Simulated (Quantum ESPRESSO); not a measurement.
# Collinear magnetic orders of ZnCu with Quantum ESPRESSO

Wanted: the moments of ZnCu and the energy of each order that was tried.

Main program and level: Quantum ESPRESSO 7.5; PBE; plane waves with GBRV 1.5 PBE potentials, no spin-orbit coupling.

This is a report of a sequence of runs, with most program output left out.

## Step 1: Starting point

The structure is cubic, space group Pm-3m (No. 221). Conventional cell: a = 2.945 Å, b = 2.945 Å, c = 2.945 Å, α = 90.00°, β = 90.00°, γ = 90.00°. Nearest to Zn lie 8 Cu at 2.55 Å. Cu has 8 Zn at 2.55 Å nearest. Farther neighbours are not listed.

As a file:

```cif
data_structure
_symmetry_space_group_name_H-M 'Pm-3m'
_symmetry_Int_Tables_number 221
_cell_length_a 2.9450
_cell_length_b 2.9450
_cell_length_c 2.9450
_cell_angle_alpha 90.000
_cell_angle_beta 90.000
_cell_angle_gamma 90.000
_cell_volume 25.54
loop_
_atom_site_label
_atom_site_type_symbol
_atom_site_symmetry_multiplicity
_atom_site_Wyckoff_symbol
_atom_site_fract_x
_atom_site_fract_y
_atom_site_fract_z
_atom_site_occupancy
Zn1 Zn 1 b 0.50000 0.50000 0.50000 1
Cu1 Cu 1 a 0.00000 0.00000 0.00000 1
```

The cell comes from the Crystallography Open Database.

## Step 2: Run 1, typed as ferro +

The signs are those of the starting moments on the seeded atoms, the atoms that are given a moment.

File pw.in:

```
&CONTROL
  calculation = 'scf'
  prefix = 'pwscf'
  outdir = './tmp'
  pseudo_dir = './pseudo'
  disk_io = 'nowf'
/
&SYSTEM
  ibrav = 0
  celldm(1) = 8
  nat = 2
  ntyp = 2
  ecutwfc = 40
  ecutrho = 280
  nbnd = 27
  occupations = 'smearing'
  smearing = 'fd'
  degauss = 0.00367493
  nspin = 2
  starting_magnetization(1) = 0
  starting_magnetization(2) = 0.0263
/
&ELECTRONS
  conv_thr = 4d-09
  electron_maxstep = 150
  mixing_beta = 0.3
/
ATOMIC_SPECIES
Zn     65.3800 zn_pbe_v1.uspp.F.UPF
Cu     63.5460 cu_pbe_v1.2.uspp.F.UPF
CELL_PARAMETERS alat
   0.6956554296279    0.0000000000000    0.0000000000000
   0.0000000000000    0.6956554296279    0.0000000000000
   0.0000000000000    0.0000000000000    0.6956554296279
ATOMIC_POSITIONS crystal
Zn      0.5000000000    0.5000000000    0.5000000000
Cu      0.0000000000    0.0000000000    0.0000000000
K_POINTS automatic
10 10 10 0 0 0
```

Run with:

```
OMP_NUM_THREADS=1 mpirun -n 4 pw.x -nk 4 -in pw.in > pw.out
```

It took 9.5 s on 4 MPI ranks of Intel Xeon Platinum 8375C at 2.90GHz (Ice Lake), shared host; peak memory 0.31 GiB; 37 s of CPU time.

The spin moment in the atom's sphere vanishes on all atoms.

Numbers from this step:

```yaml
smearing_term_ts: 0.005341 eV
magnetization: 0 μB
absolute_magnetization: 0 μB
final_state: non-magnetic
```

Valence density in the ac plane at fractional y = 0.000, with atoms of Cu within 0.2 Å of it. It is the smooth field of the valence electrons, not physical close to the nuclei.

Ten steps, logarithmic in the rise over the least value, from '_' (0 e/Å³) to '@' (84 e/Å³):
```
@@%%++--..____________..--++%%
**++==::________________::==++
----::..________________..::--
....________________________..
______________________________
______________________________
______________________________
______________________________
______________________________
______________________________
....________________________..
----::..________________..::--
**++==::________________::==++
@@%%++--..____________..--++%%
@@@@**--..____________..--**@@
```
Columns run along a (2.9 Å), rows up along c (2.9 Å). Atoms in or near the plane, at fractional coordinates: Cu at (0.00, 0.00).

## Step 3: Start 2: antiferro q=(1/2,1/2,1/2) +−

The cell is doubled to 4 atoms to hold this order. The wavevector q is in fractions of the reciprocal vectors of the crystal's primitive cell, as the cells of these inputs are built from it; moments change sign between cells as cos(2π q·R).

File pw.in:

```
&CONTROL
  calculation = 'scf'
  prefix = 'pwscf'
  outdir = './tmp'
  pseudo_dir = './pseudo'
  disk_io = 'nowf'
/
&SYSTEM
  ibrav = 0
  celldm(1) = 8
  nat = 4
  ntyp = 3
  ecutwfc = 40
  ecutrho = 280
  nbnd = 49
  occupations = 'smearing'
  smearing = 'fd'
  degauss = 0.00367493
  nspin = 2
  starting_magnetization(1) = 0
  starting_magnetization(2) = 0.0263
  starting_magnetization(3) = -0.0263
/
&ELECTRONS
  conv_thr = 8d-09
  electron_maxstep = 150
  mixing_beta = 0.3
/
ATOMIC_SPECIES
Zn     65.3800 zn_pbe_v1.uspp.F.UPF
Cu1    63.5460 cu_pbe_v1.2.uspp.F.UPF
Cu2    63.5460 cu_pbe_v1.2.uspp.F.UPF
CELL_PARAMETERS alat
   1.3913108592557    0.0000000000000    0.0000000000000
   0.6956554296279    0.6956554296279    0.0000000000000
   0.6956554296279    0.0000000000000    0.6956554296279
ATOMIC_POSITIONS crystal
Zn      0.7500000000    0.5000000000    0.5000000000
Zn      0.2500000000    0.5000000000    0.5000000000
Cu1     0.0000000000    0.0000000000    0.0000000000
Cu2     0.5000000000    0.0000000000    0.0000000000
K_POINTS automatic
5 10 10 0 0 0
```

The job ended after 36 s (4 MPI ranks; peak memory 0.48 GiB).

The spin moment in the atom's sphere vanishes on all atoms.

Read from the output:

```yaml
smearing_term_ts: 0.01068 eV
magnetization: 0 μB
absolute_magnetization: 0 μB
final_state: non-magnetic
```

Valence density in the ac plane at fractional y = 0.000, with atoms of Cu within 0.2 Å of it. It is the smooth field of the valence electrons, not physical close to the nuclei.

Values in e/Å³, 11 rows by 16 columns, each cell a mean:
```
51 25  3  0  0  0  1 13 51 25  3  0  0  0  1 13
 7 12  4  1  0  0  0  1  7 12  4  1  0  0  0  1
 1  2  2  1  0  0  0  0  1  2  2  1  0  0  0  0
 0  0  0  0  0  0  0  0  0  0  0  0  0  0  0  0
 0  0  0  0  0  0  0  0  0  0  0  0  0  0  0  0
 0  0  0  0  0  0  0  0  0  0  0  0  0  0  0  0
 0  0  0  0  0  0  0  0  0  0  0  0  0  0  0  0
 0  0  0  0  0  1  1  0  0  0  0  0  0  1  1  0
 1  0  0  0  0  1  3  2  1  0  0  0  0  1  3  2
 6  1  0  0  0  2 10 20  6  1  0  0  0  2 10 20
48  8  1  0  0  1  7 45 48  8  1  0  0  1  7 45
```
Columns run along a (5.9 Å), rows up along c (4.2 Å). Atoms in or near the plane, at fractional coordinates: Cu at (0.00, 0.00), Cu at (0.50, 0.00).

## Step 4: Run 3 (antiferro q=(0,0,1/2) +−)

This order needs a doubled cell of 4 atoms.

pw.in, as its differences from that of step 3:

```diff
@@ -33,11 +33,11 @@
 CELL_PARAMETERS alat
-   1.3913108592557    0.0000000000000    0.0000000000000
-   0.6956554296279    0.6956554296279    0.0000000000000
-   0.6956554296279    0.0000000000000    0.6956554296279
+   0.6956554296279    0.0000000000000    0.0000000000000
+   0.0000000000000    0.6956554296279    0.0000000000000
+   0.0000000000000    0.0000000000000    1.3913108592557
 ATOMIC_POSITIONS crystal
-Zn      0.7500000000    0.5000000000    0.5000000000
-Zn      0.2500000000    0.5000000000    0.5000000000
+Zn      0.5000000000    0.5000000000    0.2500000000
+Zn      0.5000000000    0.5000000000    0.7500000000
 Cu1     0.0000000000    0.0000000000    0.0000000000
-Cu2     0.5000000000    0.0000000000    0.0000000000
+Cu2     0.0000000000    0.0000000000    0.5000000000
 K_POINTS automatic
-5 10 10 0 0 0
+10 10 5 0 0 0
```

The job ended after 70 s (4 MPI ranks; peak memory 0.51 GiB; 4.7 min of CPU time).

The spin moment in the atom's sphere vanishes on all atoms.

Read from the output:

```yaml
smearing_term_ts: 0.01068 eV
magnetization: 0 μB
absolute_magnetization: 0 μB
final_state: non-magnetic
```

## Step 5: Run 4, typed as antiferro q=(0,1/2,1/2) +−

The cell is doubled to 4 atoms to hold this order.

pw.in, as its differences from that of step 4:

```diff
@@ -34,10 +34,10 @@
    0.6956554296279    0.0000000000000    0.0000000000000
-   0.0000000000000    0.6956554296279    0.0000000000000
-   0.0000000000000    0.0000000000000    1.3913108592557
+   0.0000000000000    1.3913108592557    0.0000000000000
+   0.0000000000000    0.6956554296279    0.6956554296279
 ATOMIC_POSITIONS crystal
-Zn      0.5000000000    0.5000000000    0.2500000000
-Zn      0.5000000000    0.5000000000    0.7500000000
+Zn      0.5000000000    0.0000000000    0.5000000000
+Zn      0.5000000000    0.5000000000    0.5000000000
 Cu1     0.0000000000    0.0000000000    0.0000000000
-Cu2     0.0000000000    0.0000000000    0.5000000000
+Cu2     0.0000000000    0.5000000000    0.0000000000
 K_POINTS automatic
-10 10 5 0 0 0
+10 5 10 0 0 0
```

Run time: 95 s. Hardware: 4 MPI ranks; peak memory 0.54 GiB; 6.3 min of CPU time.

Numbers from this step:

| Quantity | Value |
| --- | --- |
| smearing term TS | 0.01068 eV |
| magnetization | 0 μB |
| absolute magnetization | 0 μB |
| final state | non-magnetic |
| largest moment | 0 μB |

## Step 6: Run 5 (no spin polarisation)

File pw.in:

```
&CONTROL
  calculation = 'scf'
  prefix = 'pwscf'
  outdir = './tmp'
  pseudo_dir = './pseudo'
  disk_io = 'nowf'
/
&SYSTEM
  ibrav = 0
  celldm(1) = 8
  nat = 2
  ntyp = 2
  ecutwfc = 40
  ecutrho = 280
  nbnd = 27
  occupations = 'smearing'
  smearing = 'fd'
  degauss = 0.00367493
/
&ELECTRONS
  conv_thr = 4d-09
  electron_maxstep = 150
  mixing_beta = 0.3
/
ATOMIC_SPECIES
Zn     65.3800 zn_pbe_v1.uspp.F.UPF
Cu     63.5460 cu_pbe_v1.2.uspp.F.UPF
CELL_PARAMETERS alat
   0.6956554296279    0.0000000000000    0.0000000000000
   0.0000000000000    0.6956554296279    0.0000000000000
   0.0000000000000    0.0000000000000    0.6956554296279
ATOMIC_POSITIONS crystal
Zn      0.5000000000    0.5000000000    0.5000000000
Cu      0.0000000000    0.0000000000    0.0000000000
K_POINTS automatic
10 10 10 0 0 0
```

Wall time 11 s (4 MPI ranks); peak memory 0.29 GiB; 41 s of CPU time.

Numbers from this step:

- smearing term TS: 0.005341 eV
- final state: non-magnetic (no spin polarisation)

## Step 7: Energies of the orders

An order is kept where moments of 0.15 μB or more survive with the typed signs; meshes match where a doubled cell samples the same k points as the first cell.

Orders:

| start | final state | typed order kept | energy over the lowest (meV a seeded atom) | largest site moment (μB) | net moment (μB a cell of the first run) | mesh matched | CPU time (s) |
| --- | --- | --- | --- | --- | --- | --- | --- |
| ferro + | non-magnetic | no | 0.06658 | 0 | 0 | yes | 36.97 |
| antiferro q=(1/2,1/2,1/2) +- | non-magnetic | no | 0.06182 | 0 | 0 | yes | 144.1 |
| antiferro q=(0,0,1/2) +- | non-magnetic | no | 0.06658 | 0 | 0 | yes | 280.4 |
| antiferro q=(0,1/2,1/2) +- | non-magnetic | no | 0.06339 | 0 | 0 | yes | 379.9 |
| no spin polarisation | non-magnetic | - | 0 | 0 | 0 | yes | 41.12 |

## Step 8: What came out

```
lowest state found  : non-magnetic (from ferro +, antiferro q=(1/2,1/2,1/2) +-, antiferro q=(0,0,1/2) +-, antiferro q=(0,1/2,1/2) +- and no spin polarisation)
largest site moment : 0 μB
```

In words: The lowest state carries no moment, and no start kept one. Only these 5 starts were compared; other wavevectors, canted and longer-period orders were not.

[Logs and program files are shortened in this print: banners, set-up blocks, solver, clock and traceback lines can be left out without a mark of their own.]

[Logs are printed without paths, hosts, clocks, repeated set-up lines and the standing remarks that a program may print on its own settings, such as how far it seeks lower states.]

[Hosts, paths, dates, database ids (printed as entryN), source tags and the programs' standing remarks are cut or masked in the printed files.]

[Where a cell is said to come from a database of computed structures, the database is the Materials Project.]
